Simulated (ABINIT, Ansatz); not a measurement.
# H6PbCBr3N (Pm): changed settings of a GW run in ABINIT, part 2 of 2

Aim: change inputs of a GW run on H6PbCBr3N (Pm) and see what moves.

ABINIT 10.8.3; PBEsol and many-body steps on it, plane waves. Known limits of the many-body steps: not at the basis limit; no spin-orbit coupling; coarse k mesh.

So far. Step 3 (Base): The gap on the mesh goes from 2.00 eV to 3.84 eV, a correction of +1.84 eV. Step 4 (Broadening of the poles): Against G0W0 in ABINIT (2×2×2 mesh, 151 bands, screening to 98 eV, Godby-Needs plasmon pole), the gap moves by +0.000 eV.

### 5. Point off the mesh

Level of this step: G0W0 on PBEsol, plane waves, norm-conserving pseudopotentials (ABINIT).

File run.abi:

```
acell 3*1.0 Angstrom
rprim 
  6.038531000000 -0.000000000000 -0.000000000000
  -0.000000000000 6.059680000000 0.000000000000
  -0.007679000000 0.000000000000 6.128174000000
ntypat 5
znucl 1 82 6 35 7
natom 12
typat 1 1 1 1 1 1 2 3 4 4 4 5
xred 
  0.218258000000 0.862101000000 0.968190000000
  0.177786000000 0.000000000000 0.198636000000
  0.825095000000 0.851944000000 0.061619000000
  0.869341000000 0.000000000000 0.811715000000
  0.825095000000 0.148056000000 0.061619000000
  0.218258000000 0.137899000000 0.968190000000
  0.475266000000 0.500000000000 0.477994000000
  0.897311000000 0.000000000000 0.988520000000
  0.430028000000 0.500000000000 0.972748000000
  0.434852000000 0.000000000000 0.512708000000
  0.966538000000 0.500000000000 0.440736000000
  0.140606000000 0.000000000000 0.032465000000
pp_dirpath "pseudos"
pseudos "H.upf, Pb.upf, C.upf, Br.upf, N.upf"
ecut 37
ngkpt 2 2 2
nshiftk 1
shiftk 0 0 0
kptopt 1
chksymbreak 0
istwfk *1
occopt 1
irdwfk 1
optdriver 4
nband 151
gwcalctyp 0
ecutsigx 37
symsigma 1
nkptgw 1
kptgw 
  0.137 0.291 0
bdgw 
  44 45
ecuteps 3.6
irdscr 1
ppmodel 1
indata_prefix "in"
outdata_prefix "out"
tmpdata_prefix "tmp"
```

Started as:

```sh
OMP_NUM_THREADS=1 mpirun -n 4 abinit run.abi > log
```

The log of the run:

```text
.Version 10.8.3 of ABINIT. v10.8.2 released Aug 2026.

 Symmetries : space group Pm (#  6); Bravais mP (primitive monocl.)
================================================================================
 Values of the parameters that define the memory need of the present run
     intxc =       0    ionmov =       0      iscf =       7    lmnmax =       6
     lnmax =       6     mgfft =      64  mpssoang =       3    mqgrid =    3171
     natom =      12  nloc_mem =       1    nspden =       1   nspinor =       1
    nsppol =       1      nsym =       2    n1xccc =    2501    ntypat =       5
    occopt =       1   xclevel =       2
-    mband =         151        mffmem =           1         mkmem =           2
       mpw =       16306          nfft =      262144          nkpt =           8
================================================================================
  Rough estimation (10% accuracy) of disk space for files :
================================================================================

--------------------------------------------------------------------------------
------------- Echo of variables that govern the present computation ------------
--------------------------------------------------------------------------------
 -outvars: echo values of preprocessed input variables --------
            acell      1.8897261259E+00  1.8897261259E+00  1.8897261259E+00 Bohr

             bdgw          44      45
      chksymbreak           0
             ecut      3.70000000E+01 Hartree
          ecuteps      3.60000000E+00 Hartree
         ecutsigx      3.70000000E+01 Hartree
          ecutwfn      3.70000000E+01 Hartree
-          fftalg         312
           irdscr           1
           irdwfk           1

              ixc     -116133
[...]
pspatm: atomic psp has been read  and splines computed

- Br Generated using ONCVPSP code by D. R. Hamann
- 35.00000  17.00000  180301                  znucl, zion, pspdat
12 -116133 2 -1 1098                          pspcod,pspxc,lmax,lloc,mmax
     nproj     2     2     2
  pspatm : epsatm=   31.49815384
         --- l  ekb(1:nproj) -->
[...]
pspatm: atomic psp has been read  and splines computed

- N Generated using ONCVPSP code by D. R. Hamann
-  7.00000   5.00000  180301                  znucl, zion, pspdat
12 -116133 1 -1 1058                          pspcod,pspxc,lmax,lloc,mmax
     nproj     2     2     0
  pspatm : epsatm=    5.26508482
         --- l  ekb(1:nproj) -->
             0    7.464189    0.625868
             1   -4.309714   -1.012941
 pspatm: atomic psp has been read  and splines computed

   1.17471133E+04                                ecore*ucvol(ha*bohr**3)
--------------------------------------------------------------------------------

 ==== K-mesh for the wavefunctions ====
 Number of points in the irreducible wedge :     8
 Reduced coordinates and weights :

     1)     0.00000000E+00  0.00000000E+00  0.00000000E+00       0.12500
     2)     5.00000000E-01  0.00000000E+00  0.00000000E+00       0.12500
     3)     0.00000000E+00  5.00000000E-01  0.00000000E+00       0.12500
[...]
7)     0.00000000E+00  5.00000000E-01  5.00000000E-01       0.12500
     8)     5.00000000E-01  5.00000000E-01  5.00000000E-01       0.12500

 Together with  2 symmetry operations and time-reversal symmetry
 yields     8 points in the full Brillouin Zone.

--- !ERROR
message: |
    k-point [ 1.3700E-01,  2.9100E-01,  0.0000E+00]  not in the list of k points treated in the preparatory SCF run.
     Change kptgw, or shiftk of previous run.

--- !ERROR
message: |
    k-point [ 1.3700E-01,  2.9100E-01,  0.0000E+00]  not in the list of k points treated in the preparatory SCF run.
     Change kptgw, or shiftk of previous run.

--- from the log ---
k-point [ 1.3700E-01,  2.9100E-01,  0.0000E+00]  not in the list of k points treated in the preparatory SCF run.
     Change kptgw, or shiftk of previous run.
```

Wall time 3.4 s (4 MPI ranks of Arm Neoverse V2, shared host); peak memory 0.2 GiB.

The run stopped with an error after 3.4 s.

The program's words: k-point [ 1.3700E-01,  2.9100E-01,  0.0000E+00]  not in the list of k points treated in the preparatory SCF run. Change kptgw, or shiftk of previous run.

The fault put into this input: point off the mesh.

### 6. Side by side

Times are wall times on 4 MPI ranks of Arm Neoverse V2, shared host, good to a factor of about two. A run's time includes the screening step that it read.

```csv
run,mesh,bands,screening cutoff (eV),DFT gap (eV),gap on the mesh (eV),direct (eV),ε∞ used,time
base,2×2×2,151,98,2.005,3.840,3.840,6.43,4.3 min
broadening of the poles,2×2×2,151,98,2.005,3.840,3.840,6.43,4.3 min
```

### 7. Results

```
base                    : 3.840 eV
broadening of the poles : 3.840 eV
known limits            : not at the basis limit; no spin-orbit coupling; coarse k mesh
```

In words: Broadening of the poles: no change against base (keys changed: zcut). Bands and cutoff are finite, so the gap is not at the basis limit. The miss can reach some tenths of an eV and take either sign; the mesh is an error of its own. In the G0W0 runs levels were corrected at 2 k points alone, so a gap called «on the mesh» is the least over those, and an edge elsewhere would be missed. The 2×2×2 mesh is coarse for this cell, which bears on the long-range parts of exchange and screening. Where an edge is built on 6p states of lead, bismuth or thallium, scalar-relativistic gaps usually stand too wide, by a few tenths to over one eV. The many-body steps are scalar-relativistic: spin-orbit coupling is not in them.

[Paths, hosts, dates, memory and timing lines, banners, echoed tables and standing remarks are left out of the program output.]

[Logs are printed without paths, hosts, clocks, repeated set-up lines and the standing remarks that a program may print on its own settings, such as how far it seeks lower states.]

[Runs of the session that timed out or met a known fault of the program may be left out.]

[Hosts, paths, dates, database ids (printed as entryN), source tags and the programs' standing remarks are cut or masked in the printed files.]

[G0W0 gaps are taken among the corrected bands and points alone; a level outside them can change the order at an edge.]

[Where Ansatz stands beside ABINIT at settings called matched, ABINIT's density can come from a denser mesh and the files from another edition; pairs whose starting gaps differed by over 0.03 eV were left out, so agreement reads better than it is.]
